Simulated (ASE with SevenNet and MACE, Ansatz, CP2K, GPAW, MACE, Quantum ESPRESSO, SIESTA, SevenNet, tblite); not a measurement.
# Running amorphous SnO2 (72 atoms) with machine-learned potentials

Aim: run amorphous SnO2 (72 atoms) in machine-learned potentials and see how near its forces come to a plane-wave reference, and at what cost.

Calculated with ASE with SevenNet and MACE; the method is named at each step.

### Step 1. The starting structure

The cell holds 72 atoms: 24 Sn and 48 O. Its edges and angles: a = 9.851 Å, b = 9.851 Å, c = 9.851 Å, α = 90.0°, β = 90.0°, γ = 90.0°. 72 atoms (24 Sn, 48 O) placed at random at 6.03 g/cm³, melted at 5000 K for 10 ps at fixed volume with the Morse and Coulomb pair potential with partial charges (Pedone, Malavasi, Menziani, Cormack and Segre, J. Phys. Chem. B 110, 11780 (2006)). Quenched from 5000 K to 300 K at 50 K/ps and fixed volume, held 10 ps at zero pressure, then minimised at fixed cell. Then every atom was moved at random, 0.02 Å r.m.s. a Cartesian component.

The yardstick, on the same geometry:

| Item | Value |
| --- | --- |
| method | Kohn-Sham DFT, PBE, SSSP efficiency 1.3.0 pseudopotentials, plane waves (Quantum ESPRESSO 7.5); sssp-pbe-1.3.0-efficiency, cutoffs 60/480 Ry, Γ point |
| r.m.s. force component | 0.686 eV/Å |
| longest force | 2.589 eV/Å |
| pressure | 8.505 GPa |
| time | 2.3 min on 4 MPI ranks of Arm Neoverse V2, shared host |
| CPU time | 9.4 min |

### Step 2. SevenNet l3i5 potential

Method: machine-learned interatomic potential SevenNet l3i5, trained on PBE(+U) plane-wave data.

Contents of run.py:

```python
import numpy as np
from ase.io import read
import mlip  # loads the published weights by name

atoms = read("structure.xyz")
atoms.calc = mlip.calc("7net-l3i5")
energy = atoms.get_potential_energy()
forces = atoms.get_forces()
print(f"energy {energy:.6f} eV")
print("forces (eV/A)")
for i, (a, f) in enumerate(zip(atoms, forces)):
    print(f"{i:4d} {a.symbol:2s} {f[0]:10.5f} {f[1]:10.5f} {f[2]:10.5f}")
stress = -atoms.get_stress(voigt=False) * 160.21766
print("stress (GPa, compression positive)")
for row in stress:
    print(" ".join(f"{x:10.4f}" for x in row))
```

Contents of structure.xyz:

```xyz
72
Lattice="9.85089 0.00000 0.00000 0.00000 9.85089 0.00000 0.00000 0.00000 9.85089" Properties=species:S:1:pos:R:3 pbc="T T T"
Sn 7.21666 6.63211 3.26636
Sn 0.47905 2.16749 4.26317
Sn 5.00258 1.75247 0.97386
Sn 7.61533 4.56953 5.68840
Sn 2.18522 6.89464 3.83860
Sn 4.85895 7.11599 5.88640
Sn 9.64816 2.01933 9.30486
Sn 2.04091 4.61869 7.39299
Sn 2.04642 0.33739 1.72952
Sn 5.72573 9.80361 4.68676
Sn 8.16599 0.27720 2.34697
Sn 9.65801 7.15854 1.19767
Sn 8.21712 5.32076 9.23915
Sn 9.76420 6.84095 6.29403
Sn 2.51710 7.92642 8.79714
Sn 3.63311 2.91537 4.33016
Sn 4.91284 8.45945 1.25412
Sn 2.02731 9.68874 5.90531
Sn 4.60854 5.34559 0.58150
Sn 1.16191 4.17353 1.77681
Sn 7.76260 9.12517 8.56978
Sn 8.00868 1.37499 6.13198
Sn 5.16315 3.79190 7.64311
Sn 7.42728 3.66502 2.00495
O 8.61736 5.33101 7.28395
O 5.66840 9.51665 2.71855
O 3.75654 0.16599 0.65962
O 3.56474 3.68207 6.26950
O 6.29748 9.06577 9.82183
O 3.56681 1.91836 2.41761
O 8.42576 7.29715 9.48493
O 6.90065 1.71701 1.71849
O 3.60503 4.68065 8.64967
O 8.79803 8.25830 7.11983
O 6.22369 5.14413 9.11818
O 3.92656 9.00421 5.39405
O 5.19053 1.89393 4.65839
O 0.87151 3.21218 8.06197
O 8.30745 3.39629 9.84212
O 8.39069 8.10324 2.45425
O 5.50054 3.78934 1.41183
O 6.53676 9.82390 6.58719
O 3.88854 7.37329 7.46875
O 0.39394 0.61509 2.85282
O 1.24801 8.38577 0.54574
O 8.51038 6.26221 4.80123
O 3.77447 6.21394 4.52589
O 5.07212 2.39849 8.99958
O 1.26712 7.98346 5.22609
O 2.34028 1.47872 4.90702
O 1.31480 2.17281 0.85929
O 6.83455 3.08490 6.76323
O 8.96500 0.33493 0.47432
O 1.32760 6.60601 7.91539
O 2.76111 8.53796 2.81302
O 7.69611 0.66168 4.27036
[... 12 atom lines left out ...]
O 6.19197 7.76762 4.64578
O 8.87624 3.09732 5.29003
O 3.79772 7.21016 0.25120
O 1.81778 3.58060 3.62897
```

Started as:

```bash
> OMP_NUM_THREADS=1 python run.py > output.txt
```

The program printed:

```text
energy -431.261871 eV
forces (eV/A)
   0 Sn   -0.93180   -0.56440    0.29750
   1 Sn   -0.25505   -0.04721   -0.41317
   2 Sn   -0.27374    1.50752    0.22965
   3 Sn   -0.38856    1.44709   -0.42304
   4 Sn    0.08978    0.76588   -0.26440
   5 Sn   -1.09277   -0.86794    0.89475
   6 Sn    1.91248    1.33203    0.95255
   7 Sn   -0.64268    0.93570   -0.14076
   8 Sn   -0.07257   -0.26501    0.67186
   9 Sn   -1.51690    0.68050    0.29314
  10 Sn    0.42261   -0.30941   -0.38190
  11 Sn    1.11486   -0.27144   -0.57276
  12 Sn    0.04528   -0.59161   -0.37941
  13 Sn    1.09859   -0.91591    0.85699
  14 Sn   -0.67944   -0.10980   -1.04394
  15 Sn   -0.35462    0.07029   -0.71719
  16 Sn    0.15264   -0.51938    1.47893
  17 Sn    0.42963   -0.28727   -0.01328
  18 Sn   -0.03938    0.13883   -0.51125
  19 Sn    0.62524    0.14936   -0.71564
  20 Sn    0.61269   -0.89934   -0.21780
  21 Sn    0.04798    0.07564    0.78267
  22 Sn    0.49609    0.87686    0.03923
  23 Sn    0.33268   -0.26727    0.06310
[...]
64 O    -0.73035   -1.27729    0.29165
  65 O    -0.39056   -0.45061   -0.19233
  66 O    -0.48023    0.24730   -0.36683
  67 O     0.44359    1.03600   -0.64623
  68 O     1.53204    0.20553   -0.72468
  69 O     0.68646   -1.06183    0.02793
  70 O    -0.03715   -0.58298    0.02708
  71 O    -0.10015    0.52510    0.48290
stress (GPa, compression positive)
    7.9202     0.3077     0.4283
    0.3077     8.4441    -0.7848
    0.4283    -0.7848     9.8287
```

Elapsed: 8.1 s, on 1 thread of Arm Neoverse V2, shared host; peak memory 1.3 GiB.

Banners, paths, timers and routine set-up lines are dropped from the logs unmarked, and long logs keep their key lines alone; longer cuts are marked.

Numbers from this run, and their distance from the reference:

| Item | Value |
| --- | --- |
| r.m.s. force component | 0.6747 eV/Å |
| r.m.s. difference of force components | 70.83 meV/Å |
| longest difference of force vectors | 293 meV/Å |
| force difference over r.m.s. force | 10.32 % |
| slope of forces against the reference's | 0.9782 |
| correlation of force components | 0.9947 |
| pressure | 8.731 GPa |
| pressure difference | 0.2257 GPa |

Length of the force difference by element (eV/Å):

```
element  atoms   mean  most
      O     48  0.095  0.20
     Sn     24   0.14  0.29
```

Local excerpt of 9 atoms (numbers count through the whole input) about Sn7, which bears the longest force; x, y, z are measured from there.

```
atom      x      y      z  distance (Å)  bonds     Fx     Fy  Fz (eV/Å)
 Sn7   0.00   0.00   0.00          0.00      5   1.91   1.33       0.95
 O57  -1.11  -0.93  -1.27          1.93      3  -0.80  -0.41      -0.80
 O39  -1.34   1.38   0.54          2.00      3  -0.69  -0.20       0.36
 O38   1.07   1.19  -1.24          2.03      2  -0.48  -0.79      -0.04
 O51   1.52   0.15   1.41          2.07      3   0.32  -0.05      -0.76
 O53  -0.68  -1.68   1.02          2.08      3  -0.41  -0.88      -0.27
 O59  -0.32   1.20   3.10          3.34      3   0.39  -0.42       0.81
Sn21  -1.89  -2.75  -0.74          3.41      6   0.61  -0.90      -0.22
 O62   0.54   3.30   0.84          3.45      3   0.04   0.31      -0.61
```

Atoms are counted from 1 here, from 0 in the log.

Forces lie 10 % from the reference's, at 0.014 times its CPU time (on 1 against 4 cores).

### Step 3. SevenNet 0 potential

Method: machine-learned interatomic potential SevenNet 0, trained on PBE(+U) plane-wave data.

Changes to run.py since step 2:

```diff
@@ -5,3 +5,3 @@
 atoms = read("structure.xyz")
-atoms.calc = mlip.calc("7net-l3i5")
+atoms.calc = mlip.calc("7net-0")
 energy = atoms.get_potential_energy()
```

structure.xyz is that of step 2.

The program printed:

```text
energy -431.464905 eV
forces (eV/A)
   0 Sn   -0.80906   -0.61519    0.19484
   1 Sn   -0.14143   -0.05188   -0.32858
   2 Sn   -0.36054    1.31694    0.37503
   3 Sn   -0.30519    1.27398   -0.41712
   4 Sn   -0.10152    0.60514   -0.26507
   5 Sn   -0.90438   -0.63890    0.85110
   6 Sn    1.82696    1.18446    0.81669
   7 Sn   -0.49613    0.96504   -0.18458
   8 Sn   -0.07230   -0.17308    0.61407
   9 Sn   -1.26815    0.57427    0.45680
  10 Sn    0.41851   -0.19515   -0.28815
  11 Sn    1.00334   -0.37157   -0.49281
  12 Sn    0.10951   -0.63703   -0.32882
  13 Sn    1.16178   -0.97663    0.78683
  14 Sn   -0.64860   -0.06287   -1.00919
  15 Sn   -0.56665    0.48308   -0.79598
  16 Sn    0.02083   -0.46590    1.31357
  17 Sn    0.26481    0.06656   -0.20488
  18 Sn   -0.04340    0.03840   -0.59834
  19 Sn    0.50710    0.02894   -0.66273
  20 Sn    0.64131   -0.80170   -0.35316
  21 Sn    0.04233   -0.03549    0.78315
  22 Sn    0.41550    1.04306   -0.15918
  23 Sn    0.49677   -0.20525    0.05005
[...]
64 O    -0.75379   -1.19768    0.28562
  65 O    -0.45370   -0.47453   -0.19387
  66 O    -0.40163    0.16472   -0.26719
  67 O     0.41778    1.03696   -0.59403
  68 O     1.41481    0.29968   -0.67602
  69 O     0.52169   -0.81372    0.07189
  70 O    -0.11532   -0.46930    0.00883
  71 O    -0.03642    0.43988    0.44250
stress (GPa, compression positive)
    8.3793     0.1552     0.2998
    0.1552     8.5868    -0.7440
    0.2998    -0.7440    10.0683
```

Wall time 6.4 s (1 thread); peak memory 0.86 GiB.

Compared with the plane-wave run:

| Property | Result |
| --- | --- |
| r.m.s. force component | 0.6496 eV/Å |
| r.m.s. difference of force components | 101 meV/Å |
| longest difference of force vectors | 462.5 meV/Å |
| force difference over r.m.s. force | 14.72 % |
| slope of forces against the reference's | 0.9375 |
| correlation of force components | 0.99 |
| pressure | 9.011 GPa |
| pressure difference | 0.5062 GPa |

Against the first run (10 %), the force difference from the reference is 15 %, at 0.79 times the CPU time.

### Step 4. MACE MP-0b2 small potential

Method: machine-learned interatomic potential MACE MP-0b2 small, trained on PBE(+U) plane-wave data.

Changes to run.py since step 3:

```diff
@@ -5,3 +5,3 @@
 atoms = read("structure.xyz")
-atoms.calc = mlip.calc("7net-0")
+atoms.calc = mlip.calc("mace-mp-0b2-small")
 energy = atoms.get_potential_energy()
```

structure.xyz is that of step 3.

The program printed:

```text
energy -431.556722 eV
forces (eV/A)
   0 Sn   -0.83907   -0.42034    0.33140
   1 Sn   -0.10782    0.00450   -0.51299
   2 Sn   -0.31926    1.24495    0.35380
   3 Sn   -0.31225    1.31078   -0.34294
   4 Sn   -0.06374    0.48127   -0.11599
   5 Sn   -0.61593   -0.57808    0.25719
   6 Sn    1.72830    0.88879    1.02394
   7 Sn   -0.43425    0.90419   -0.12552
   8 Sn   -0.08283   -0.01158    0.43758
   9 Sn   -1.07919    0.51224    0.43927
  10 Sn    0.26182   -0.15456   -0.33613
  11 Sn    0.98893   -0.27768   -0.44817
  12 Sn    0.13862   -0.45913   -0.28646
  13 Sn    0.96438   -0.85528    0.69557
  14 Sn   -0.73380   -0.01963   -0.79080
  15 Sn   -0.36595    0.55217   -0.68875
  16 Sn    0.14714   -0.47196    1.28111
  17 Sn    0.35424   -0.19674   -0.06588
  18 Sn   -0.05611    0.20231   -0.40791
  19 Sn    0.56628    0.08706   -0.57433
  20 Sn    0.50492   -0.70586   -0.31707
  21 Sn   -0.21397    0.06509    0.71447
  22 Sn    0.35534    0.71056   -0.22276
  23 Sn    0.36185   -0.32817    0.17729
[...]
64 O    -0.74722   -1.04468    0.25916
  65 O    -0.37789   -0.32890   -0.13923
  66 O    -0.42025    0.23186   -0.28233
  67 O     0.37820    0.89790   -0.59832
  68 O     1.34821    0.16407   -0.62282
  69 O     0.69212   -0.93032    0.09956
  70 O     0.02224   -0.52675    0.08820
  71 O    -0.14856    0.37218    0.47039
stress (GPa, compression positive)
    7.2667     0.1542     0.1967
    0.1542     7.5441    -0.5549
    0.1967    -0.5549     8.9690
```

Run time: 5.4 s. Hardware: 1 thread; peak memory 0.67 GiB.

Compared with the plane-wave run:

* r.m.s. force component: 0.583 eV/Å
* r.m.s. difference of force components: 148 meV/Å
* longest difference of force vectors: 590.7 meV/Å
* force difference over r.m.s. force: 21.57 %
* slope of forces against the reference's: 0.8379
* correlation of force components: 0.9859
* pressure: 7.927 GPa
* pressure difference: -0.5787 GPa

Against the first run (10 %), the force difference from the reference is 22 %, at 0.67 times the CPU time.

### Step 5. The ladder

Differences are against the plane-wave reference, forces as r.m.s. over components; share is that over the reference's r.m.s. force, slope the least-squares factor from reference forces to these. Total energies of different programs have different zeros and aren't compared.

```
                        run  Δ force, r.m.s. (meV/Å)  share (%)  slope  Δ pressure (GPa)  cores  CPU time  memory (GiB)
                  reference                        -          -      -                 -      4   9.4 min           3.0
    SevenNet l3i5 potential                     70.8       10.3  0.978             0.226      1       8 s           1.3
       SevenNet 0 potential                      101       14.7  0.938             0.506      1     6.3 s          0.86
MACE MP-0b2 small potential                      148       21.6  0.838            -0.579      1     5.3 s          0.67
```

Times of the machine-learned potentials are mostly Python's start and the loading of weights.

CPU time is summed over cores on a shared host, where runs went side by side, so it is rough. Symmetry, cutoffs, thresholds, outputs and thread counts weren't matched or tuned between programs; memory under MPI is the largest rank's times the ranks.

### Step 6. Summary of results

* nearest in forces: SevenNet l3i5 potential, 10 %
* its CPU time: 8 s

What this shows: Machine-learned potentials differ by 10 % (SevenNet l3i5 potential) to 22 % (MACE MP-0b2 small potential); they were trained on other programs' data. Among those trained on PBE data the slope goes as low as 0.84, which softening far from their training structures can give, though the reference's k-sampling is untested too. The reference's pressure holds the uncorrected Pulay stress of its 60 Ry basis, so small pressure differences, and their order, may be the reference's own error. Machine-learned potentials mimic data converged in k, so the reference's own k-point error enters their differences. The quench rate of 50 K/ps is many orders above laboratory rates, so the cell is likely richer in defects and strain than a real sample. The network of bonds at the start is that of the classical potential that made the cell, and needn't be the one that DFT or experiment would give. The electronic-structure runs sample only Γ, in a cell whose shortest periodic width is 10 Å.

[Also dropped from logs without a mark: logging warnings of Python, and SIESTA's first energy breakdown and zero terms.]

[Logs are printed without paths, hosts, clocks, repeated set-up lines and the standing remarks that a program may print on its own settings, such as how far it seeks lower states.]

[Hosts, paths, dates, database ids (printed as entryN), source tags and the programs' standing remarks are cut or masked in the printed files.]
